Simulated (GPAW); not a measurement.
**W2NCl2 MXene monolayer: work function by functional and basis**

How far do functional and basis move the work function of W2NCl2 MXene monolayer?

Program: GPAW 26.7.0. Level of theory: GPAW, PAW setups; layer in a repeated cell with vacuum, relaxation of atoms and in-plane cell, in the first sound run; inputs show where later runs differ. Results are calculated unless marked as measured.

### Step 1. Starting point

The cell holds 5 atoms: 2 Cl, 2 W and 1 N. Its edges and angles: a = 3.054 Å, b = 3.054 Å, c = 21.892 Å, α = 90.0°, β = 90.0°, γ = 120.0°. Vacuum lies along c.

### Step 2. Relaxing the atoms

The atoms are relaxed first, since the surface dipole, and with it the work function, follows the positions of the outer layers.

run.py

```python
import json
import numpy as np
from ase import Atoms
from ase.filters import FrechetCellFilter
from ase.optimize import BFGS
from gpaw import GPAW, PW

slab = Atoms(
    ['Cl', 'W', 'N', 'W', 'Cl'],
    positions=[
        [-0.00000, 1.76317, 8.00000],
        [1.52695, 0.88159, 9.74118],
        [0.00000, 0.00000, 10.94617],
        [-0.00000, 1.76317, 12.15116],
        [1.52695, 0.88159, 13.89234]],
    cell=[[3.05391, 0.0, 0.0], [-1.52695, 2.64476, 0.0], [0.0, 0.0, 21.8923]],
    pbc=[True, True, True])

slab.calc = GPAW(mode=PW(600), xc='PBE', kpts={'size': (12, 12, 1), 'gamma': True},
                 occupations={'name': 'fermi-dirac', 'width': 0.05}, nbands='160%',
                 convergence={'density': 1e-05}, maxiter=200,
                 symmetry={'tolerance': 1e-3}, txt='slab.txt')
result = {}
# The in-plane cell is free; stress needs a cell that repeats along all three vectors
path = []
opt = BFGS(FrechetCellFilter(slab, mask=[1, 1, 0, 0, 0, 1]), maxstep=0.2)
opt.attach(lambda: path.append((slab.get_potential_energy(), slab.positions.tolist(), slab.get_forces().tolist())))
result['relaxed'] = bool(opt.run(fmax=0.02, steps=45))
result['path'] = path
result['cell'] = slab.cell.tolist()
print('in-plane lattice', slab.cell.cellpar().round(4)[[0, 1, 5]])
energy = slab.get_potential_energy()
fermi = slab.calc.get_fermi_level()
v = slab.calc.get_electrostatic_potential().mean((0, 1)) - fermi
n = slab.calc.get_pseudo_density().mean((0, 1))
L = slab.cell[2, 2]
z = np.arange(len(v)) * L / len(v)
low, high = slab.positions[:, 2].min(), slab.positions[:, 2].max()
below, above = np.interp([low - 5.8, high + 5.8], z, v)
slopes = [np.interp(x, z, np.gradient(v, z)) for x in (low - 5.8, high + 5.8)]
eps = np.array([[slab.calc.get_eigenvalues(k, s) for k in range(len(slab.calc.get_ibz_k_points()))]
                for s in range(slab.calc.get_number_of_spins())]) - fermi
top, bottom = eps[eps < 0].max(), eps[eps > 0].min()
dipole = slab.get_dipole_moment()[2]
print(f'energy {energy:.4f} eV, Fermi level {fermi:.4f} eV, dipole {dipole:.5f} e A')
print(f'potential 5.8 A off the faces, from the Fermi level: lower {below:.4f} eV, upper {above:.4f} eV')
print(f'slope of the potential there: lower {slopes[0]:.5f}, upper {slopes[1]:.5f} eV/A')
print(f'nearest levels on the mesh: {top:.4f} and {bottom:.4f} eV')
print('magnetic moment', round(slab.get_magnetic_moment(), 3))
result.update(energy=energy, fermi=fermi, dipole=dipole, below=below, above=above, slopes=slopes, edges=[top, bottom],
              z=z.tolist(), v=v.tolist(), n=n.tolist(), positions=slab.positions.tolist(),
              forces=slab.get_forces(apply_constraint=False).tolist(), moments=slab.get_magnetic_moments().tolist())
json.dump(result, open('result.json', 'w'))
```

Started as:

```
$ OMP_NUM_THREADS=1 OPENBLAS_NUM_THREADS=1 python run.py
```

The log of the run:

```text
Step          Energy          fmax
BFGS:    0      -34.315288        1.291952
BFGS:    1      -34.392187        1.185958
BFGS:    2      -34.729686        1.191069
BFGS:    3      -34.761405        1.115092
BFGS:    4      -34.956586        0.842288
BFGS:    5      -34.978526        0.489975
BFGS:    6      -34.989788        0.139965
BFGS:    7      -34.990606        0.055265
BFGS:    8      -34.989146        0.016008
in-plane lattice [  2.9301   2.9301 119.9999]
energy -34.9799 eV, Fermi level 2.9220 eV, dipole 0.00080 e A
potential 5.8 A off the faces, from the Fermi level: lower 3.9116 eV, upper 3.9087 eV
slope of the potential there: lower 0.00061, upper 0.00093 eV/A
nearest levels on the mesh: -0.0724 and 0.0066 eV
magnetic moment 0.0
```

Elapsed: 5.7 min, on 1 thread of AMD EPYC 9B45 (Zen 5), shared host; peak memory 0.41 GiB.

Numbers from this step:

| Property | Result |
| --- | --- |
| dipole along the normal | 8.01e-4 e·Å |
| levels nearest the Fermi level on the mesh | -0.07240, 0.006587 eV from the Fermi level |

The electrostatic potential energy of an electron (without an applied field's), less the Fermi level, planar mean oscillates, so the rows of the table below give means over windows of 2.01 Å about each position, cut where the curve ends. Its maxima inside the range that stand out by 2 % of the span (Å: eV): 8.4: -4.69, 10.4: -6.84, 11.5: -6.84, 13.5: -4.69. Its minima: 7.6: -24.1, 9.5: -28.7, 10.9: -14.5, 12.3: -28.7, 14.3: -24.1.

Electrostatic potential energy of an electron (without an applied field's), less the Fermi level, planar mean against z; means over each step:

```csv
z (Å),"electrostatic potential energy of an electron (without an applied field's), less the Fermi level, planar mean (eV)"
1.00,3.91
3.01,3.91
5.02,3.87
7.03,-7.29
9.04,-15.9
11.05,-10.8
13.06,-15.6
15.07,-5.21
17.08,3.88
19.09,3.91
21.10,3.91
```

The pseudo valence density, planar mean oscillates, so the rows of the table below give means over windows of 1.58 Å about each position, cut where the curve ends. Its maxima inside the range that stand out by 2 % of the span (Å: e/Å³): 7.9: 0.664, 9.5: 1.78, 11.0: 0.760, 12.4: 1.78, 14.0: 0.664. Its minima: 8.6: 0.387, 10.3: 0.534, 11.6: 0.534, 13.3: 0.387.

Pseudo valence density, planar mean against z; means over each step:

z (Å), pseudo valence density, planar mean (e/Å³) and a bar:
```
     3.95       0.00 
     5.53       0.01 
     7.11       0.40 ############
     8.69       0.75 ######################
    10.27       0.89 ###########################
    11.85       1.01 ##############################
    13.43       0.62 ##################
    15.01       0.31 #########
    16.59       0.00 
    18.17       0.00
```

The relaxation lowered the energy of the cell by 0.679 eV (energies extrapolated to zero smearing; the optimiser's log prints free energies). The largest force left on a free atom is 0.016 eV/Å.

### Step 3. Plane waves, PBE

With the geometry fixed, the planar mean of the potential gives the vacuum level on each side.

This step: GPAW, PAW setups; slab in vacuum (GPAW 26.7.0).

The cell differs from the one that the last finished run ended in (c 21.892 → 22.630 Å).

Changes to run.py since step 2:

```diff
@@ -3,4 +3,2 @@
 from ase import Atoms
-from ase.filters import FrechetCellFilter
-from ase.optimize import BFGS
 from gpaw import GPAW, PW
@@ -10,23 +8,16 @@
     positions=[
-        [-0.00000, 1.76317, 8.00000],
-        [1.52695, 0.88159, 9.74118],
-        [0.00000, 0.00000, 10.94617],
-        [-0.00000, 1.76317, 12.15116],
-        [1.52695, 0.88159, 13.89234]],
-    cell=[[3.05391, 0.0, 0.0], [-1.52695, 2.64476, 0.0], [0.0, 0.0, 21.8923]],
-    pbc=[True, True, True])
+        [0.00000, 1.69170, 8.00000],
+        [1.46506, 0.84586, 9.87600],
+        [-0.00000, -0.00000, 11.31508],
+        [0.00000, 1.69170, 12.75415],
+        [1.46506, 0.84586, 14.63015]],
+    cell=[[2.93013, 0.0, 0.0], [-1.46506, 2.53756, 0.0], [0.0, 0.0, 22.6302]],
+    pbc=[True, True, False])
 
-slab.calc = GPAW(mode=PW(600), xc='PBE', kpts={'size': (12, 12, 1), 'gamma': True},
+slab.calc = GPAW(mode=PW(500), xc='PBE', kpts={'size': (12, 12, 1), 'gamma': True},
                  occupations={'name': 'fermi-dirac', 'width': 0.05}, nbands='160%',
                  convergence={'density': 1e-05}, maxiter=200,
+                 poissonsolver={'dipolelayer': 'xy'},
                  symmetry={'tolerance': 1e-3}, txt='slab.txt')
 result = {}
-# The in-plane cell is free; stress needs a cell that repeats along all three vectors
-path = []
-opt = BFGS(FrechetCellFilter(slab, mask=[1, 1, 0, 0, 0, 1]), maxstep=0.2)
-opt.attach(lambda: path.append((slab.get_potential_energy(), slab.positions.tolist(), slab.get_forces().tolist())))
-result['relaxed'] = bool(opt.run(fmax=0.02, steps=45))
-result['path'] = path
-result['cell'] = slab.cell.tolist()
-print('in-plane lattice', slab.cell.cellpar().round(4)[[0, 1, 5]])
 energy = slab.get_potential_energy()
```

The log of the run:

```text
energy -34.5311 eV, Fermi level 2.6999 eV, dipole -0.00072 e A
potential 5.8 A off the faces, from the Fermi level: lower 3.9027 eV, upper 3.9233 eV
slope of the potential there: lower -0.00051, upper 0.00051 eV/A
nearest levels on the mesh: -0.0729 and 0.0066 eV
magnetic moment 0.0
```

Wall time 24 s (1 thread); peak memory 0.25 GiB.

This step gave:

```
dipole along the normal                    : -7.22e-4 e·Å
levels nearest the Fermi level on the mesh : -0.07292, 0.006551 eV from the Fermi level
upper work function                        : 3.923 eV
lower work function                        : 3.903 eV
```

Table of electrostatic potential energy of an electron (without an applied field's), less the Fermi level, planar mean by z:

```csv
z (Å),"electrostatic potential energy of an electron (without an applied field's), less the Fermi level, planar mean (eV)"
0.0,3.91
0.5,3.90
1.0,3.90
1.5,3.90
2.0,3.90
2.5,3.90
3.0,3.90
3.5,3.90
4.0,3.90
4.5,3.90
5.0,3.90
5.5,3.88
6.0,3.82
6.5,3.52
7.0,1.89
7.5,-6.65
8.0,-23.9
8.5,-8.45
9.0,-6.18
9.5,-20.3
10.0,-27.7
10.5,-11.8
11.0,-8.40
11.5,-11.3
12.0,-8.77
12.5,-24.3
13.0,-24.7
13.5,-8.51
14.0,-5.89
14.5,-21.9
15.0,-11.5
15.5,0.791
16.0,3.34
16.5,3.81
17.0,3.90
17.5,3.92
18.0,3.92
18.5,3.92
19.0,3.92
19.5,3.92
20.0,3.92
20.5,3.92
21.0,3.92
21.5,3.92
22.0,3.92
22.5,3.92
```

The pseudo valence density, planar mean oscillates, so the rows of the table below give means over windows of 1.51 Å about each position, cut where the curve ends. Its maxima inside the range that stand out by 2 % of the span (Å: e/Å³): 8.3: 0.665, 9.8: 1.76, 11.3: 0.761, 12.8: 1.76, 14.3: 0.665. Its minima: 8.9: 0.396, 10.7: 0.542, 11.9: 0.542, 13.8: 0.396.

The pseudo valence density, planar mean by z; means over each step:

z (Å), pseudo valence density, planar mean (e/Å³) and a bar:
```
     3.78       0.00 
     5.29       0.00 
     6.80       0.14 ####
     8.31       0.55 ###############
     9.82       1.08 ##############################
    11.33       0.65 ##################
    12.84       1.08 ##############################
    14.35       0.55 ###############
    15.86       0.13 ####
    17.37       0.00 
    18.88       0.00
```

The potential is flat to 5.1e-4 eV/Å where it is read, so the vacuum is wide enough.

### Step 4. Self-consistent run: xc = "revPBE"

The same geometry under revPBE, to see how far the functional moves the levels against the vacuum.

Changes to run.py since step 3:

```diff
@@ -16,3 +16,3 @@
 
-slab.calc = GPAW(mode=PW(500), xc='PBE', kpts={'size': (12, 12, 1), 'gamma': True},
+slab.calc = GPAW(mode=PW(500), xc='revPBE', kpts={'size': (12, 12, 1), 'gamma': True},
                  occupations={'name': 'fermi-dirac', 'width': 0.05}, nbands='160%',
```

The log of the run:

```text
energy -32.5872 eV, Fermi level 2.7968 eV, dipole -0.00072 e A
potential 5.8 A off the faces, from the Fermi level: lower 3.7869 eV, upper 3.8074 eV
slope of the potential there: lower -0.00051, upper 0.00051 eV/A
nearest levels on the mesh: -0.0746 and 0.0078 eV
magnetic moment 0.0
```

Elapsed: 24 s, on 1 thread; peak memory 0.25 GiB.

This step gave:

| Quantity | Value |
| --- | --- |
| dipole along the normal | -7.21e-4 e·Å |
| levels nearest the Fermi level on the mesh | -0.07464, 0.007754 eV from the Fermi level |
| upper work function | 3.807 eV |
| lower work function | 3.787 eV |

The electrostatic potential energy of an electron (without an applied field's), less the Fermi level, planar mean oscillates, so the rows of the table below give means over windows of 2.07 Å about each position, cut where the curve ends. Its maxima inside the range that stand out by 2 % of the span (Å: eV): 8.8: -4.78, 10.8: -6.86, 11.8: -6.86, 13.9: -4.76. Its minima: 8.0: -24.2, 9.9: -28.9, 11.3: -14.6, 12.7: -28.9, 14.6: -24.1.

Electrostatic potential energy of an electron (without an applied field's), less the Fermi level, planar mean against z; means over each step:

```csv
z (Å),"electrostatic potential energy of an electron (without an applied field's), less the Fermi level, planar mean (eV)"
1.03,3.79
3.10,3.79
5.17,3.76
7.24,-5.98
9.31,-15.9
11.38,-11.0
13.45,-15.8
15.52,-4.41
17.59,3.79
19.66,3.81
21.73,3.81
```

The pseudo valence density, planar mean oscillates, so the rows of the table below give means over windows of 1.51 Å about each position, cut where the curve ends. Its maxima inside the range that stand out by 2 % of the span (Å: e/Å³): 8.3: 0.666, 9.8: 1.76, 11.3: 0.760, 12.8: 1.76, 14.3: 0.666. Its minima: 8.9: 0.396, 10.7: 0.542, 11.9: 0.542, 13.8: 0.396.

Table of pseudo valence density, planar mean by z; means over each step:

```csv
z (Å),"pseudo valence density, planar mean (e/Å³)"
3.78,1.2e-5
5.29,1.0e-3
6.80,0.138
8.31,0.553
9.82,1.08
11.33,0.645
12.84,1.08
14.35,0.554
15.86,0.132
17.37,9.4e-4
18.88,1.1e-5
```

Force by atom:

```csv
atom,x (eV/Å),y (eV/Å),z (eV/Å),size
Cl1,0.000,0.000,-0.149,0.149
W2,0.000,0.000,-0.073,0.073
N3,0.000,0.000,0.000,0.000
W4,0.000,0.000,0.073,0.073
Cl5,0.000,0.000,0.149,0.149
```

The upper face's work function is 3.807 eV, against 3.923 eV in the first plane-wave PBE run at this geometry.

### Step 5. Self-consistent run: xc = "LDA"

The same geometry under LDA, to see how far the functional moves the levels against the vacuum.

Changes to run.py since step 4:

```diff
@@ -16,3 +16,3 @@
 
-slab.calc = GPAW(mode=PW(500), xc='revPBE', kpts={'size': (12, 12, 1), 'gamma': True},
+slab.calc = GPAW(mode=PW(500), xc='LDA', kpts={'size': (12, 12, 1), 'gamma': True},
                  occupations={'name': 'fermi-dirac', 'width': 0.05}, nbands='160%',
```

The log of the run:

```text
energy -39.5125 eV, Fermi level 2.4058 eV, dipole -0.00072 e A
potential 5.8 A off the faces, from the Fermi level: lower 4.1897 eV, upper 4.2103 eV
slope of the potential there: lower -0.00052, upper 0.00052 eV/A
nearest levels on the mesh: -0.0687 and 0.0059 eV
magnetic moment 0.0
```

It took 23 s on 1 thread; peak memory 0.25 GiB.

This step gave:

| Property | Result |
| --- | --- |
| dipole along the normal | -7.22e-4 e·Å |
| levels nearest the Fermi level on the mesh | -0.06869, 0.005872 eV from the Fermi level |
| upper work function | 4.210 eV |
| lower work function | 4.190 eV |

The upper face's work function is 4.210 eV, against 3.923 eV in the first plane-wave PBE run at this geometry.

### Step 6. Self-consistent run: xc = "vdW-DF2"

The same geometry under vdW-DF2, to see how far the functional moves the levels against the vacuum (the van der Waals functionals take revPBE setups).

Changes to run.py since step 5:

```diff
@@ -16,3 +16,3 @@
 
-slab.calc = GPAW(mode=PW(500), xc='LDA', kpts={'size': (12, 12, 1), 'gamma': True},
+slab.calc = GPAW(mode=PW(500), xc='vdW-DF2', kpts={'size': (12, 12, 1), 'gamma': True},
                  occupations={'name': 'fermi-dirac', 'width': 0.05}, nbands='160%',
```

The log of the run:

```text
energy -399.1027 eV, Fermi level 2.4362 eV, dipole -0.00072 e A
potential 5.8 A off the faces, from the Fermi level: lower 4.3886 eV, upper 4.4092 eV
slope of the potential there: lower -0.00313, upper 0.00313 eV/A
nearest levels on the mesh: -0.0660 and 0.0103 eV
magnetic moment 0.0
```

Elapsed: 1.8 min, on 1 thread; peak memory 0.41 GiB.

Numbers from this step:

```yaml
dipole_along_the_normal: -7.20e-4 e·Å
levels_nearest_the_fermi_level_on_the_mesh: -0.06595, 0.01031 eV from the Fermi level
upper_work_function: 4.409 eV
lower_work_function: 4.389 eV
```

The upper face's work function is 4.409 eV, against 3.923 eV in the first plane-wave PBE run at this geometry.

### Step 7. Self-consistent run: xc = "RPBE"

The same geometry under RPBE, to see how far the functional moves the levels against the vacuum.

Changes to run.py since step 6:

```diff
@@ -16,3 +16,3 @@
 
-slab.calc = GPAW(mode=PW(500), xc='vdW-DF2', kpts={'size': (12, 12, 1), 'gamma': True},
+slab.calc = GPAW(mode=PW(500), xc='RPBE', kpts={'size': (12, 12, 1), 'gamma': True},
                  occupations={'name': 'fermi-dirac', 'width': 0.05}, nbands='160%',
```

The log of the run:

```text
energy -32.2342 eV, Fermi level 2.8048 eV, dipole -0.00072 e A
potential 5.8 A off the faces, from the Fermi level: lower 3.7901 eV, upper 3.8107 eV
slope of the potential there: lower -0.00050, upper 0.00050 eV/A
nearest levels on the mesh: -0.0746 and 0.0078 eV
magnetic moment 0.0
```

The job ended after 24 s (1 thread; peak memory 0.25 GiB).

Numbers from this step:

```
dipole along the normal                    : -7.21e-4 e·Å
levels nearest the Fermi level on the mesh : -0.07458, 0.007821 eV from the Fermi level
upper work function                        : 3.811 eV
lower work function                        : 3.790 eV
```

Table of electrostatic potential energy of an electron (without an applied field's), less the Fermi level, planar mean by z:

z (Å), electrostatic potential energy of an electron (without an applied field's), less the Fermi level, planar mean (eV) and a bar from the least value:
```
      0.0        3.8 ##############################
      0.5        3.8 ##############################
      1.0        3.8 ##############################
      1.5        3.8 ##############################
      2.0        3.8 ##############################
      2.5        3.8 ##############################
      3.0        3.8 ##############################
      3.5        3.8 ##############################
      4.0        3.8 ##############################
      4.5        3.8 ##############################
      5.0        3.8 ##############################
      5.5        3.8 ##############################
      6.0        3.7 ##############################
      6.5        3.4 ##############################
      7.0        1.8 ############################
      7.5       -6.7 ####################
      8.0      -24.0 ####
      8.5       -8.5 ##################
      9.0       -6.3 ####################
      9.5      -20.3 #######
     10.0      -27.8 
     10.5      -11.9 ###############
     11.0       -8.5 ##################
     11.5      -11.4 ################
     12.0       -8.9 ##################
     12.5      -24.4 ###
     13.0      -24.7 ###
     13.5       -8.6 ##################
     14.0       -6.0 #####################
     14.5      -22.0 #####
     15.0      -11.6 ###############
     15.5        0.7 ###########################
     16.0        3.2 #############################
     16.5        3.7 ##############################
     17.0        3.8 ##############################
     17.5        3.8 ##############################
     18.0        3.8 ##############################
     18.5        3.8 ##############################
     19.0        3.8 ##############################
     19.5        3.8 ##############################
     20.0        3.8 ##############################
     20.5        3.8 ##############################
     21.0        3.8 ##############################
     21.5        3.8 ##############################
     22.0        3.8 ##############################
     22.5        3.8 ##############################
```

The upper face's work function is 3.811 eV, against 3.923 eV in the first plane-wave PBE run at this geometry.

(Continued in part 2 of 2.)

[Logs are printed without paths, hosts, clocks, repeated set-up lines and the standing remarks that a program may print on its own settings, such as how far it seeks lower states.]

[Hosts, paths, dates, database ids (printed as entryN), source tags and the programs' standing remarks are cut or masked in the printed files.]
